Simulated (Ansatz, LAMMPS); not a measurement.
# Forces and charges in liquid (Cs,Li)F at 1300 K (112 atoms), part 2 of 2

Aim: energy, forces, charges and density of states of liquid (Cs,Li)F at 1300 K (112 atoms) at a fixed geometry.

Ansatz 0.2.0; Kohn-Sham DFT, PBEsol, PAW (set soft_2), plane waves.

The cell: 22 Cs, 34 Li and 56 F. The network of bonds at the start is that of the classical potential that made the cell. The ion parameters were fitted for water, not for melts. Only the Γ point is sampled, in a cell whose shortest periodic width is 14 Å. The levels lack spin–orbit coupling.

So far. Step 3 (Plane-wave single point): Electrostatic potential energy in the ac plane at fractional y = 0.508, with atoms of Cs and Li and F within 0.2 Å of it. With pseudopotentials it is smooth inside the atoms' cores, unlike the true potential.

**3. Plane-wave single point (continued)**

Valence density in the ac plane at fractional y = 0.508, with atoms of Cs and Li and F within 0.2 Å of it. It is the smooth field of the valence electrons, not physical close to the nuclei.

Ten steps, logarithmic in the rise over the least value, from '0' (0.00 × 1e0 e/Å³) to '9' (9.94 × 1e0 e/Å³), each cell a mean:
```
000000000002355420014798621000000000000
000000000001122110012344310000000011110
100000001110000011222112674000001244442
211232211110000125775213785100113454454
323687421000000136886310231000113453354
224798521222210013553100000000012345543
012454323455432000111000000000000122221
000011124543553100000134321000000000000
000000124544543100001378852100000000000
000000012444431000001379862101100000000
000000000112110000000134421158720001111
100000000000000001111111000158720013432
100000000000000013444321001233210124543
000000000000000135544542113687521012322
000000000000111235434542114899631000000
000000000012454324555431012466410000000
000011000014676321222211100121100000011
001344310012443210001234321587200000000
013699631000111000001367642576201110000
013688631000000000001256531010000000000
001233210000000000000112110000000000000
000024200000000000000000000000000000000
000168720001233210001343210000000000000
000035400002466420014798520000000000000
```
Columns run along a (13.7 Å), rows up along c (13.7 Å). Atoms in or near the plane, at fractional coordinates: Cs at (0.92, 0.82), Cs at (0.50, 0.40), Cs at (0.28, 0.66), Li at (0.64, 0.86), Li at (0.75, 0.54), Li at (0.73, 0.24), Li at (0.14, 0.05), F at (0.73, 0.40), F at (0.60, 0.62), F at (0.58, 0.99), F at (0.12, 0.21).

Mean intrinsic-atomic-orbital charges: Cs +0.94, F -0.84, Li +0.78 e. The largest share in the top eV of filled states is F p (97 % of the projected weight), and in the lowest eV of empty states Cs s (56 % of the projected weight).

**4. Distances and neighbours**

These statistics describe the geometry on which the runs were made.

Density 2.75 g/cm³, 22.76 Å³ an atom.

g(r), total and by pair (bins of 0.2 Å):

| r (Å) | total | F-F | F-Li | F-Cs | Li-Li | Li-Cs | Cs-Cs |
| --- | --- | --- | --- | --- | --- | --- | --- |
| 1.80 | 0.23 | 0.00 | 0.78 | 0.00 | 0.00 | 0.00 | 0.00 |
| 2.00 | 2.25 | 0.00 | 7.42 | 0.00 | 0.00 | 0.00 | 0.00 |
| 2.20 | 1.44 | 0.00 | 4.66 | 0.00 | 0.37 | 0.00 | 0.00 |
| 2.40 | 0.48 | 0.00 | 1.40 | 0.14 | 0.29 | 0.00 | 0.00 |
| 2.60 | 0.59 | 0.29 | 0.39 | 1.78 | 0.52 | 0.00 | 0.00 |
| 2.80 | 0.97 | 0.73 | 0.62 | 2.53 | 0.65 | 0.35 | 0.00 |
| 3.00 | 1.33 | 1.14 | 0.17 | 3.20 | 2.88 | 0.89 | 0.00 |
| 3.20 | 1.02 | 1.50 | 0.10 | 1.68 | 1.90 | 0.93 | 0.00 |
| 3.40 | 1.30 | 1.84 | 0.46 | 1.44 | 2.43 | 1.27 | 1.10 |
| 3.60 | 0.95 | 1.75 | 0.49 | 0.58 | 0.67 | 1.25 | 0.94 |
| 3.80 | 0.90 | 1.39 | 0.56 | 0.28 | 0.85 | 1.98 | 0.30 |
| 4.00 | 1.03 | 1.35 | 0.83 | 0.52 | 1.31 | 1.60 | 0.78 |
| 4.20 | 0.79 | 0.73 | 0.75 | 0.47 | 0.69 | 1.32 | 1.67 |
| 4.40 | 1.00 | 0.91 | 0.96 | 0.72 | 1.09 | 1.55 | 1.27 |
| 4.60 | 1.05 | 0.73 | 1.50 | 0.81 | 0.58 | 1.03 | 1.97 |
| 4.80 | 1.04 | 0.67 | 1.36 | 0.75 | 0.83 | 1.47 | 1.64 |
| 5.00 | 0.97 | 0.70 | 1.15 | 1.06 | 0.63 | 0.93 | 1.82 |
| 5.20 | 1.00 | 1.01 | 1.11 | 1.09 | 0.52 | 0.80 | 1.39 |
| 5.40 | 0.97 | 0.80 | 1.15 | 1.16 | 0.84 | 0.65 | 1.00 |
| 5.60 | 1.00 | 1.13 | 0.91 | 1.40 | 0.62 | 0.78 | 0.54 |
| 5.80 | 0.89 | 1.02 | 0.89 | 1.06 | 0.73 | 0.48 | 0.87 |
| 6.00 | 0.94 | 0.84 | 1.06 | 1.19 | 0.83 | 0.60 | 0.58 |
| 6.20 | 1.09 | 1.18 | 0.87 | 1.17 | 1.33 | 1.12 | 0.99 |
| 6.40 | 0.90 | 1.09 | 0.69 | 0.91 | 0.98 | 1.03 | 0.82 |
| 6.60 | 1.04 | 1.04 | 1.08 | 0.89 | 1.17 | 1.16 | 0.96 |

Bonds by pair of elements; cutoffs follow the first minimum of g(r), held within bounds set by covalent radii, and pairs that aren't listed don't count as bonded:

| pair A-B | cutoff (Å) | bonds | mean length (Å) | spread (Å) | shortest (Å) | B about A | A about B |
| --- | --- | --- | --- | --- | --- | --- | --- |
| F-Li | 2.46 | 117 | 2.11 | 0.149 | 1.80 | 2.09 | 3.44 |
| F-Cs | 3.77 | 125 | 3.05 | 0.286 | 2.44 | 2.23 | 5.68 |

The cutoff for F-Li falls short of the minimum of g(r), so counts run low and odd coordinations can be artefacts.

How many atoms have how many bonded neighbours:

| element | mean | 2 | 3 | 4 | 5 | 6 | 7 |
| --- | --- | --- | --- | --- | --- | --- | --- |
| Cs | 5.68 | 0 | 0 | 3 | 4 | 12 | 3 |
| F | 4.32 | 0 | 8 | 25 | 20 | 3 | 0 |
| Li | 3.44 | 2 | 16 | 15 | 1 | 0 | 0 |

Bond angles (no mean is given where the spread exceeds 20°):

| angle | count | mean (°) | spread (°) |
| --- | --- | --- | --- |
| F-Cs-F | 301 | - | - |
| Cs-F-Li | 221 | - | - |
| F-Li-F | 150 | - | - |
| Cs-F-Cs | 112 | - | - |
| Li-F-Li | 86 | - | - |

Bond length by coordination (bonds to H left out):

| element | coordination | atoms | mean bond length (Å) |
| --- | --- | --- | --- |
| Cs | 4 | 3 | 2.95 |
| Cs | 5 | 4 | 3.04 |
| Cs | 6 | 12 | 3.03 |
| Cs | 7 | 3 | 3.18 |
| F | 3 | 8 | 2.47 |
| F | 4 | 25 | 2.54 |
| F | 5 | 20 | 2.62 |
| F | 6 | 3 | 2.90 |
| Li | 2 | 2 | 2.07 |
| Li | 3 | 16 | 2.10 |
| Li | 4 | 15 | 2.12 |
| Li | 5 | 1 | 2.18 |

For some of the pairs, g(r) has its first main peak near 3.4 Å (F-F), 2.1 Å (F-Li), 2.9 Å (F-Cs) and 3.1 Å (Li-Li).

Local excerpt of 10 atoms (numbers count through the whole input) about Cs2, which bears the longest force; x, y, z are measured from there.

| atom | x | y | z | distance (Å) | bonds | intrinsic-atomic-orbital charge (e) | Fx | Fy | Fz (eV/Å) |
| --- | --- | --- | --- | --- | --- | --- | --- | --- | --- |
| Cs2 | 0.00 | 0.00 | 0.00 | 0.00 | 6 | 0.94 | -1.51 | 1.29 | -1.19 |
| F99 | 1.61 | -1.33 | 1.26 | 2.44 | 5 | -0.87 | 1.03 | -1.41 | 1.51 |
| F101 | -0.46 | -2.59 | 0.42 | 2.66 | 5 | -0.85 | 0.26 | -0.85 | 0.33 |
| F66 | -1.61 | -0.14 | 2.33 | 2.84 | 5 | -0.83 | -0.39 | 0.06 | 0.36 |
| F109 | 0.98 | -0.09 | -2.71 | 2.89 | 5 | -0.85 | 0.84 | 0.58 | -0.42 |
| F60 | -2.36 | -0.02 | -1.82 | 2.98 | 6 | -0.87 | -0.20 | -0.55 | -0.27 |
| Li32 | -0.08 | -2.01 | 2.47 | 3.18 | 5 | 0.77 | -0.55 | -0.31 | -0.22 |
| F68 | 1.86 | 2.53 | -0.76 | 3.23 | 4 | -0.87 | -0.06 | -0.66 | -0.54 |
| Cs12 | 2.62 | 1.13 | 1.79 | 3.36 | 4 | 0.93 | 0.64 | 0.63 | 0.08 |
| Li36 | -2.11 | 1.72 | 2.06 | 3.41 | 4 | 0.78 | 0.14 | -0.25 | 0.13 |

The column of bonds counts only the pairs F-Li within 2.46 Å, F-Cs within 3.77 Å; other neighbours, such as metal atoms beside each other in a compound, aren't counted, and periodic images can show an atom twice.

**5. Outcome**

* free energy per atom: -1560.1898 eV/atom
* pressure: -3.138 GPa
* r.m.s. force component: 0.5018 eV/Å
* gap (highest filled to lowest empty level): 3.769 eV
* wall time of the 1 DFT run: 15 s

In words: The highest filled and lowest empty levels differ by 3.77 eV (at Γ alone); a semilocal functional tends to put such gaps too low. In a disordered cell it changes from sample to sample and from frame to frame.

What to keep in mind: The force components of 0.50 eV/Å r.m.s. hold both thermal displacement and the mismatch between the potential that made the cell and DFT. The pressure of -3.1 GPa is that of one thermal frame, in which the classical model's bond lengths enter as well as the volume, without the kinetic term.

[Logs are printed without paths, hosts, clocks, repeated set-up lines and the standing remarks that a program may print on its own settings, such as how far it seeks lower states.]

[Hosts, paths, dates, database ids (printed as entryN), source tags and the programs' standing remarks are cut or masked in the printed files.]
